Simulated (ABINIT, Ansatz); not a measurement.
# Quasiparticle gap of SrNiF6 (R-3m) in ABINIT, part 2 of 3

Aim: the G0W0 gap of SrNiF6 (R-3m) on LDA, step by step.

ABINIT 10.8.3; LDA and many-body steps on it, plane waves. Known limits of the many-body steps: not at the basis limit; no spin polarisation; d states lean on the start; no spin-orbit coupling; coarse k mesh.

So far. Step 2 (Ground state): The gap is indirect, with the least direct gap 0.007 eV higher.

### 3. Bands along the symmetry lines

Level of this step: DFT, LDA, plane waves, norm-conserving pseudopotentials (ABINIT).

The cheap functional maps the bands first; the places of the edges decide which points the dearer methods must see.

run.abi

```
acell 3*1.0 Angstrom
rprim 
  3.536999999979 2.042087902112 2.218666666700
  -3.536999999979 2.042087902112 2.218666666700
  -0.000000000000 -4.084175804224 2.218666666700
ntypat 3
znucl 38 28 9
natom 8
typat 1 2 3 3 3 3 3 3
xred 
  0.500000000000 0.500000000000 0.500000000000
  0.000000000000 0.000000000000 0.000000000000
  0.276000000000 0.916000000000 0.276000000000
  0.276000000000 0.276000000000 0.916000000000
  0.916000000000 0.276000000000 0.276000000000
  0.724000000000 0.084000000000 0.724000000000
  0.084000000000 0.724000000000 0.724000000000
  0.724000000000 0.724000000000 0.084000000000
pp_dirpath "pseudos"
pseudos "Sr.upf, Ni.upf, F.upf"
ecut 45
iscf -2
irdden 1
kptopt 0
nkpt 22
kpt 
  0.00000000 0.00000000 0.00000000
  0.12500000 0.00000000 0.00000000
  0.25000000 0.00000000 0.00000000
  0.37500000 0.00000000 0.00000000
  0.50000000 -0.00000000 0.00000000
  0.50000000 -0.12500000 0.12500000
  0.50000000 -0.25000000 0.25000000
  0.50000000 -0.37500000 0.37500000
  0.50000000 -0.50000000 0.50000000
  0.46585068 -0.53414932 0.46585068
  0.43170137 -0.56829863 0.43170137
  0.39755206 -0.60244794 0.39755206
  0.36340274 -0.63659726 0.36340274
  0.36340274 0.36340274 0.36340274
  0.27255206 0.27255206 0.27255206
  0.18170137 0.18170137 0.18170137
  0.09085068 0.09085068 0.09085068
  0.00000000 0.00000000 0.00000000
  0.12500000 -0.12500000 0.00000000
  0.25000000 -0.25000000 0.00000000
  0.37500000 -0.37500000 0.00000000
  0.50000000 -0.50000000 0.00000000
istwfk *1
nband 42
nbdbuf 2
tolwfr 1e-08
nstep 40
prtwf 0
prtvol 0
indata_prefix "in"
outdata_prefix "out"
tmpdata_prefix "tmp"
```

Command:

```console
> OMP_NUM_THREADS=1 mpirun -n 4 abinit run.abi > log
```

Numbers of over 12 decimals in the logs are rounded to 6 here.

Output:

```text
.Version 10.8.3 of ABINIT. v10.8.2 released Aug 2026.

 Symmetries : space group R-3 m (#166); Bravais hR (rhombohedral)
[... echo of the input left out ...]
== DATASET  1 ==================================================================
-   mpi_nproc: 4, omp_nthreads: 1 (-1 if OMP is not activated)

--- !DatasetInfo
iteration_state: {dtset: 1, }
dimensions: {natom: 8, nkpt: 22, mband: 42, nsppol: 1, nspinor: 1, nspden: 1, mpw: 9396, }
cutoff_energies: {ecut:  45.0, pawecutdg:  -1.0, }
electrons: {nelect:   7.00000000E+01, charge:   0.00000000E+00, occopt:   1.00000000E+00, tsmear:   1.00000000E-02, }

 Real(R)+Recip(G) space primitive vectors, cartesian coordinates (Bohr,Bohr^-1):
 R(1)=  6.6839613  3.8589869  4.1926724  G(1)=  0.0748059  0.0431892  0.0795038
 R(2)= -6.6839613  3.8589869  4.1926724  G(2)= -0.0748059  0.0431892  0.0795038
 R(3)=  0.0000000 -7.7179737  4.1926724  G(3)=  0.0000000 -0.0863785  0.0795038
 Unit cell volume ucvol=  6.4885761E+02 bohr^3
 Angles (23,13,12)=  9.91029000E+01  9.91029000E+01  9.91029000E+01 degrees

 getcut: wavevector=  0.0000  0.0000  0.0000  ngfft=  54  54  54
         ecut(hartree)=     45.000   => boxcut(ratio)=   2.03621

--- Pseudopotential description ------------------------------------------------
- Sr Generated using ONCVPSP code by D. R. Hamann
- 38.00000  10.00000  180309                  znucl, zion, pspdat
12 -1012 2 -1 1812                            pspcod,pspxc,lmax,lloc,mmax
     nproj     2     2     2
  pspatm : epsatm=   12.22067766
         --- l  ekb(1:nproj) -->
             0   10.067142    1.054393
             1    7.520551    1.675795
             2    4.085003    0.971115
 pspatm: atomic psp has been read  and splines computed

- Ni Generated using ONCVPSP code by D. R. Hamann
- 28.00000  18.00000  201201                  znucl, zion, pspdat
12 -1012 2 -1 1340                            pspcod,pspxc,lmax,lloc,mmax
     nproj     2     2     2
  pspatm : epsatm=   19.67681024
         --- l  ekb(1:nproj) -->
[...]
pspatm: atomic psp has been read  and splines computed

- F Generated using ONCVPSP code by D. R. Hamann
-  9.00000   7.00000  201202                  znucl, zion, pspdat
12 -1012 2 -1 824                             pspcod,pspxc,lmax,lloc,mmax
     nproj     2     2     1
  pspatm : epsatm=    4.94580260
         --- l  ekb(1:nproj) -->
[...]
2   -2.364936
 pspatm: atomic psp has been read  and splines computed

--------------------------------------------------------------------------------

================================================================================
 prteigrs : about to open file out_EIG
 Non-SCF case, kpt    1 (  0.00000  0.00000  0.00000), residuals and eigenvalues=
  2.07E-09  6.90E-09  3.05E-09  8.85E-09  8.89E-09  9.78E-09  5.18E-09  8.35E-09
[...]
9.1830E-03  1.1639E-02  2.3117E-02  3.1156E-02  5.2388E-02  8.9076E-02
  1.0534E-01  3.7623E-01  3.8651E-01  4.0015E-01  4.3448E-01  4.3454E-01

--- !ResultsGS
iteration_state: {dtset: 1, }
comment   : Summary of ground state results
lattice_vectors:
- [  6.6839613,   3.8589869,   4.1926724, ]
- [ -6.6839613,   3.8589869,   4.1926724, ]
- [ -0.0000000,  -7.7179737,   4.1926724, ]
lattice_lengths: [   8.78326,    8.78326,    8.78326, ]
lattice_angles: [ 99.103,  99.103,  99.103, ] # degrees, (23, 13, 12)
lattice_volume:   6.4885761E+02
convergence: {deltae:  0.000E+00, res2:  0.000E+00, residm:  9.985E-09, diffor:  0.000E+00, }
etotal    :  -3.49595579E+02
entropy   :   0.00000000E+00
fermie    :   5.23884454E-02
cartesian_stress_tensor: null
pressure_GPa: null
xred      :
- [  5.0000E-01,   5.0000E-01,   5.0000E-01, Sr]
- [  0.0000E+00,   0.0000E+00,   0.0000E+00, Ni]
- [  2.7600E-01,   9.1600E-01,   2.7600E-01,  F]
- [  2.7600E-01,   2.7600E-01,   9.1600E-01,  F]
- [  9.1600E-01,   2.7600E-01,   2.7600E-01,  F]
- [  7.2400E-01,   8.4000E-02,   7.2400E-01,  F]
- [  8.4000E-02,   7.2400E-01,   7.2400E-01,  F]
- [  7.2400E-01,   7.2400E-01,   8.4000E-02,  F]
cartesian_forces: null
force_length_stats: {min: null, max: null, mean: null, }

 Integrated electronic density in atomic spheres:
 ------------------------------------------------
 Atom  Sphere_radius  Integrated_density
[...]
================================================================================

 ----iterations are completed or convergence reached----

 Mean square residual over all n,k,spin=   51.741E-10; max=  99.849E-10
 reduced coordinates (array xred) for    8 atoms
[...]
0.084000000000      0.724000000000      0.724000000000
       0.724000000000      0.724000000000      0.084000000000

 cartesian coordinates (angstrom) at end:
    1      0.000000     0.000000     3.328000
    2      0.000000     0.000000     0.000000
    3     -2.263680     1.306936     3.257003
[...]
7     -2.263680    -1.306936     3.398997
    8      0.000000     2.613873     3.398997
 length scales=  1.889726125908  1.889726125908  1.889726125908 bohr
              =  1.000000000000  1.000000000000  1.000000000000 angstroms
 prteigrs : about to open file out_EIG
 Eigenvalues (hartree) for nkpt=  22  k points:
 kpt#   1, nband= 42, wtk=  1.00000, kpt=  0.0000  0.0000  0.0000 (reduced coord)
[...]
kpt#   2, nband= 42, wtk=  1.00000, kpt=  0.1250  0.0000  0.0000 (reduced coord)
[...]
kpt#   3, nband= 42, wtk=  1.00000, kpt=  0.2500  0.0000  0.0000 (reduced coord)
[...]
kpt#  21, nband= 42, wtk=  1.00000, kpt=  0.3750 -0.3750  0.0000 (reduced coord)
[...]
0.42802    0.43304
 kpt#  22, nband= 42, wtk=  1.00000, kpt=  0.5000 -0.5000  0.0000 (reduced coord)
[...]
-0.02297   -0.01491   -0.00889   -0.00378    0.00243    0.00320    0.00918    0.01164
   0.02312    0.03116    0.05239    0.08908    0.10534    0.37623    0.38651    0.40015
   0.43448    0.43454

== END DATASET(S) ==============================================================
================================================================================

 -outvars: echo values of variables after computation  --------
            nband          42
             nkpt          22
          spgroup         166
 [... the other variables as echoed above ...]

 Calculation completed.
```

It took 72 s on 4 MPI ranks of Arm Neoverse V2, shared host; peak memory 0.47 GiB.

This step gave:

| Property | Result |
| --- | --- |
| gap | 0.9919 eV |
| k of the valence top | 0.5, -0.5, 0 |
| k of the conduction bottom | 0, 0, 0 |
| least direct gap | 0.9984 eV |

The gap is 0.992 eV, as in the run before at this level.

The electronic bands at the labelled points (eV, zero at the top of the highest filled band):

```
     point  band 32  band 33  band 34  band 35  band 36  band 37  band 38  band 39
         Γ    -0.59    -0.59    -0.49    -0.38     0.99     0.99     7.44     9.87
   halfway    -0.66    -0.48    -0.45    -0.33     1.12     1.21     8.23     9.46
         L    -0.97    -0.47    -0.44    -0.20     1.24     1.43     9.00     9.32
   halfway    -1.14    -0.51    -0.36    -0.10     1.11     1.12     9.01     9.19
         T    -0.80    -0.66    -0.21    -0.21     1.02     1.02     8.95     8.95
   halfway    -0.77    -0.66    -0.22    -0.22     1.09     1.09     9.00     9.00
        P0    -0.71    -0.64    -0.26    -0.26     1.26     1.26     9.12     9.12
jump to P2    -0.71    -0.64    -0.26    -0.26     1.26     1.26     9.12     9.12
   halfway    -0.49    -0.45    -0.39    -0.39     1.36     1.36     9.04     9.56
         Γ    -0.59    -0.59    -0.49    -0.38     0.99     0.99     7.44     9.87
   halfway    -0.71    -0.61    -0.44    -0.23     1.03     1.30     8.52     9.42
         F    -1.11    -0.80    -0.58     0.00     1.00     1.44     8.81     9.09
```

### 4. Empty states on the mesh, 2×2×2 mesh, 90 bands

The sums over transitions need many empty states on a uniform mesh; this step solves for them.

run.abi

```
acell 3*1.0 Angstrom
rprim 
  3.536999999979 2.042087902112 2.218666666700
  -3.536999999979 2.042087902112 2.218666666700
  -0.000000000000 -4.084175804224 2.218666666700
ntypat 3
znucl 38 28 9
natom 8
typat 1 2 3 3 3 3 3 3
xred 
  0.500000000000 0.500000000000 0.500000000000
  0.000000000000 0.000000000000 0.000000000000
  0.276000000000 0.916000000000 0.276000000000
  0.276000000000 0.276000000000 0.916000000000
  0.916000000000 0.276000000000 0.276000000000
  0.724000000000 0.084000000000 0.724000000000
  0.084000000000 0.724000000000 0.724000000000
  0.724000000000 0.724000000000 0.084000000000
pp_dirpath "pseudos"
pseudos "Sr.upf, Ni.upf, F.upf"
ecut 45
ngkpt 2 2 2
nshiftk 1
shiftk 0 0 0
kptopt 1
chksymbreak 0
iscf -2
irdden 1
istwfk *1
nband 90
nbdbuf 8
tolwfr 1e-09
nstep 60
prtvol 0
indata_prefix "in"
outdata_prefix "out"
tmpdata_prefix "tmp"
```

Output:

```text
.Version 10.8.3 of ABINIT. v10.8.2 released Aug 2026.

 Symmetries : space group R-3 m (#166); Bravais hR (rhombohedral)
[... echo of the input left out ...]
== DATASET  1 ==================================================================
-   mpi_nproc: 4, omp_nthreads: 1 (-1 if OMP is not activated)

--- !DatasetInfo
iteration_state: {dtset: 1, }
dimensions: {natom: 8, nkpt: 4, mband: 90, nsppol: 1, nspinor: 1, nspden: 1, mpw: 9384, }
cutoff_energies: {ecut:  45.0, pawecutdg:  -1.0, }
electrons: {nelect:   7.00000000E+01, charge:   0.00000000E+00, occopt:   1.00000000E+00, tsmear:   1.00000000E-02, }

 Real(R)+Recip(G) space primitive vectors, cartesian coordinates (Bohr,Bohr^-1):
 R(1)=  6.6839613  3.8589869  4.1926724  G(1)=  0.0748059  0.0431892  0.0795038
 R(2)= -6.6839613  3.8589869  4.1926724  G(2)= -0.0748059  0.0431892  0.0795038
 R(3)=  0.0000000 -7.7179737  4.1926724  G(3)=  0.0000000 -0.0863785  0.0795038
 Unit cell volume ucvol=  6.4885761E+02 bohr^3
 Angles (23,13,12)=  9.91029000E+01  9.91029000E+01  9.91029000E+01 degrees

 getcut: wavevector=  0.0000  0.0000  0.0000  ngfft=  54  54  54
         ecut(hartree)=     45.000   => boxcut(ratio)=   2.03621

--- Pseudopotential description ------------------------------------------------
- Sr Generated using ONCVPSP code by D. R. Hamann
- 38.00000  10.00000  180309                  znucl, zion, pspdat
12 -1012 2 -1 1812                            pspcod,pspxc,lmax,lloc,mmax
     nproj     2     2     2
  pspatm : epsatm=   12.22067766
         --- l  ekb(1:nproj) -->
             0   10.067142    1.054393
             1    7.520551    1.675795
             2    4.085003    0.971115
 pspatm: atomic psp has been read  and splines computed

- Ni Generated using ONCVPSP code by D. R. Hamann
- 28.00000  18.00000  201201                  znucl, zion, pspdat
12 -1012 2 -1 1340                            pspcod,pspxc,lmax,lloc,mmax
     nproj     2     2     2
  pspatm : epsatm=   19.67681024
         --- l  ekb(1:nproj) -->
[...]
pspatm: atomic psp has been read  and splines computed

- F Generated using ONCVPSP code by D. R. Hamann
-  9.00000   7.00000  201202                  znucl, zion, pspdat
12 -1012 2 -1 824                             pspcod,pspxc,lmax,lloc,mmax
     nproj     2     2     1
  pspatm : epsatm=    4.94580260
         --- l  ekb(1:nproj) -->
[...]
2   -2.364936
 pspatm: atomic psp has been read  and splines computed

--------------------------------------------------------------------------------

================================================================================
 prteigrs : about to open file out_EIG
 Non-SCF case, kpt    1 (  0.00000  0.00000  0.00000), residuals and eigenvalues=
  7.63E-10  2.55E-10  2.12E-10  2.67E-10  8.62E-10  2.22E-10  5.28E-10  7.51E-10
  5.66E-10  7.42E-10  1.67E-10  1.82E-10  2.83E-10  4.41E-10  9.83E-10  2.96E-10
  4.46E-10  5.84E-10  8.47E-10  2.91E-10  5.92E-10  2.10E-10  4.45E-10  3.94E-10
[...]
3.50E-06  2.95E-05
 -3.7572E+00 -2.3151E+00 -2.3151E+00 -2.3151E+00 -1.0977E+00 -7.3924E-01
 -7.0270E-01 -7.0270E-01 -7.0042E-01 -7.0042E-01 -6.9922E-01 -4.3732E-01
 -4.3732E-01 -4.3544E-01 -1.5621E-01 -1.4762E-01 -1.4762E-01 -1.0423E-01
[...]
1.2754E+00  1.2754E+00  1.2897E+00  1.2897E+00  1.2980E+00  1.3210E+00
  1.3451E+00  1.3637E+00  1.3637E+00  1.4125E+00  1.4125E+00  1.4600E+00
 prteigrs : prtvol=0 or 1, do not print more k-points.

--- !ResultsGS
iteration_state: {dtset: 1, }
comment   : Summary of ground state results
lattice_vectors:
- [  6.6839613,   3.8589869,   4.1926724, ]
- [ -6.6839613,   3.8589869,   4.1926724, ]
- [ -0.0000000,  -7.7179737,   4.1926724, ]
lattice_lengths: [   8.78326,    8.78326,    8.78326, ]
lattice_angles: [ 99.103,  99.103,  99.103, ] # degrees, (23, 13, 12)
lattice_volume:   6.4885761E+02
convergence: {deltae:  0.000E+00, res2:  0.000E+00, residm:  9.933E-10, diffor:  0.000E+00, }
etotal    :  -3.49595579E+02
entropy   :   0.00000000E+00
fermie    :   5.23884454E-02
cartesian_stress_tensor: null
pressure_GPa: null
xred      :
- [  5.0000E-01,   5.0000E-01,   5.0000E-01, Sr]
- [  0.0000E+00,   0.0000E+00,   0.0000E+00, Ni]
- [  2.7600E-01,   9.1600E-01,   2.7600E-01,  F]
- [  2.7600E-01,   2.7600E-01,   9.1600E-01,  F]
- [  9.1600E-01,   2.7600E-01,   2.7600E-01,  F]
- [  7.2400E-01,   8.4000E-02,   7.2400E-01,  F]
- [  8.4000E-02,   7.2400E-01,   7.2400E-01,  F]
- [  7.2400E-01,   7.2400E-01,   8.4000E-02,  F]
cartesian_forces: null
force_length_stats: {min: null, max: null, mean: null, }

 Integrated electronic density in atomic spheres:
 ------------------------------------------------
 Atom  Sphere_radius  Integrated_density
[...]
================================================================================

 ----iterations are completed or convergence reached----

 Mean square residual over all n,k,spin=   43.691E-11; max=  99.330E-11
 reduced coordinates (array xred) for    8 atoms
[...]
0.084000000000      0.724000000000      0.724000000000
       0.724000000000      0.724000000000      0.084000000000

 cartesian coordinates (angstrom) at end:
    1      0.000000     0.000000     3.328000
    2      0.000000     0.000000     0.000000
    3     -2.263680     1.306936     3.257003
[...]
7     -2.263680    -1.306936     3.398997
    8      0.000000     2.613873     3.398997
 length scales=  1.889726125908  1.889726125908  1.889726125908 bohr
              =  1.000000000000  1.000000000000  1.000000000000 angstroms
 prteigrs : about to open file out_EIG
 Eigenvalues (hartree) for nkpt=   4  k points:
 kpt#   1, nband= 90, wtk=  0.12500, kpt=  0.0000  0.0000  0.0000 (reduced coord)
[...]
1.13732    1.19065    1.20074    1.22993    1.22993    1.26897    1.27542    1.27542
   1.28970    1.28970    1.29800    1.32098    1.34509    1.36371    1.36371    1.41254
   1.41255    1.45998
 prteigrs : prtvol=0 or 1, do not print more k-points.

== END DATASET(S) ==============================================================
================================================================================

 -outvars: echo values of variables after computation  --------
            nband          90
             nkpt           4
          spgroup         166
 [... the other variables as echoed above ...]

 Calculation completed.
```

Elapsed: 22 s, on 4 MPI ranks; peak memory 0.41 GiB.

This step gave:

- gap: 0.9919 eV
- k of the valence top: 0.5, 0.5, 0
- k of the conduction bottom: 0, 0, 0
- least direct gap: 0.9984 eV
- k points computed: 4
- lowest point of the top converged band, above the valence top: 33.67 eV

On this mesh the gap is 0.992 eV.

### 5. Screening, 2×2×2 mesh, 82 bands, screening to 98 eV

The RPA dielectric matrix is built and inverted for each q.

This step: RPA screening on LDA, plane waves, norm-conserving pseudopotentials.

Edit run.abi of step 4 so:

```diff
@@ -26,10 +26,11 @@
 chksymbreak 0
-iscf -2
-irdden 1
 istwfk *1
-nband 90
-nbdbuf 8
-tolwfr 1e-09
-nstep 60
-prtvol 0
+occopt 1
+irdwfk 1
+optdriver 3
+nband 82
+ecuteps 3.6
+inclvkb 2
+awtr 1
+symchi 1
 indata_prefix "in"
```

Output:

```text
.Version 10.8.3 of ABINIT. v10.8.2 released Aug 2026.

 Symmetries : space group R-3 m (#166); Bravais hR (rhombohedral)
[... echo of the input left out ...]
== DATASET  1 ==================================================================
-   mpi_nproc: 4, omp_nthreads: 1 (-1 if OMP is not activated)

--- !DatasetInfo
iteration_state: {dtset: 1, }
dimensions: {natom: 8, nkpt: 4, mband: 82, nsppol: 1, nspinor: 1, nspden: 1, mpw: 9384, }
cutoff_energies: {ecut:  45.0, pawecutdg:  -1.0, }
electrons: {nelect:   7.00000000E+01, charge:   0.00000000E+00, occopt:   1.00000000E+00, tsmear:   1.00000000E-02, }

 SCREENING: Calculation of the susceptibility and dielectric matrices

 Based on a program developped by R.W. Godby, V. Olevano, G. Onida, and L. Reining.
 Incorporated in ABINIT by V. Olevano, G.-M. Rignanese, and M. Torrent.
.Using double precision arithmetic ; gwpc =  8

[... cell and pseudopotentials left out ...]
--------------------------------------------------------------------------------

 ==== K-mesh for the wavefunctions ====
 Number of points in the irreducible wedge :     4
[... list of points left out ...]
 Together with 12 symmetry operations and time-reversal symmetry
 yields     8 points in the full Brillouin Zone.

 ==== Q-mesh for the screening function ====
 Number of points in the irreducible wedge :     4
[... list of points left out ...]
 Together with 12 symmetry operations and time-reversal symmetry
 yields     8 points in the full Brillouin Zone.

 setmesh: FFT mesh size selected  =    36x   36x   36
          total number of points  =        46656

 vcoul_init : cutoff-mode = AUXILIARY_FUNCTION
 q-points for optical limit:   1
     1)      0.000010    0.000020    0.000030

- screening: taking advantage of time-reversal symmetry
- Maximum band index for partially occupied states nbvw = 35
- Remaining bands to be divided among processors   nbcw = 47
- Number of bands treated by each node ~11

 Number of electrons calculated from density =   70.0000; Expected =   70.0000
 average of density, n =  0.107882
 r_s =    1.3031
 omega_plasma =   31.6833 [eV]

 calculating chi0 at frequencies [eV] :
  1    0.000000E+00    0.000000E+00
  2    0.000000E+00    3.168326E+01

--------------------------------------------------------------------------------
  q-point number  1        q = ( 0.000000, 0.000000, 0.000000) [r.l.u.]
--------------------------------------------------------------------------------
[... chi0 elements left out ...]
 For q-point:  0.000010 0.000020 0.000030
  dielectric constant =   3.6461
  dielectric constant without local fields =   4.5478

  Average fulfillment of the sum rule on Im[epsilon] for q-point    1 :     26.32  [%]
[... wings left out ...]
  q-point number  2        q = ( 0.500000, 0.000000, 0.000000) [r.l.u.]
--------------------------------------------------------------------------------
[... chi0 elements left out ...]
  Average fulfillment of the sum rule on Im[epsilon] for q-point    2 :     33.14  [%]

 [... 2 further q-points ...]
```

Wall time 21 s (4 MPI ranks); peak memory 1.3 GiB; 84 s of CPU time.

This step gave:

- ε∞ with local fields, on this mesh, along the program's q direction: 3.646
- the same without local fields: 4.548
- plasma frequency: 31.68 eV
- plane waves in the screening matrix: 207

Local fields lower ε∞ by 20 %. On a Γ-centred mesh this coarse the value itself is usually too large, while a short band sum pulls it down.

(Continued in part 3 of 3.)

[Paths, hosts, dates, memory and timing lines, banners, echoed tables and standing remarks are left out of the program output.]

[Logs are printed without paths, hosts, clocks, repeated set-up lines and the standing remarks that a program may print on its own settings, such as how far it seeks lower states.]

[Runs of the session that timed out or met a known fault of the program may be left out.]

[Hosts, paths, dates, database ids (printed as entryN), source tags and the programs' standing remarks are cut or masked in the printed files.]

[G0W0 gaps are taken among the corrected bands and points alone; a level outside them can change the order at an edge.]

[Where Ansatz stands beside ABINIT at settings called matched, ABINIT's density can come from a denser mesh and the files from another edition; pairs whose starting gaps differed by over 0.03 eV were left out, so agreement reads better than it is.]
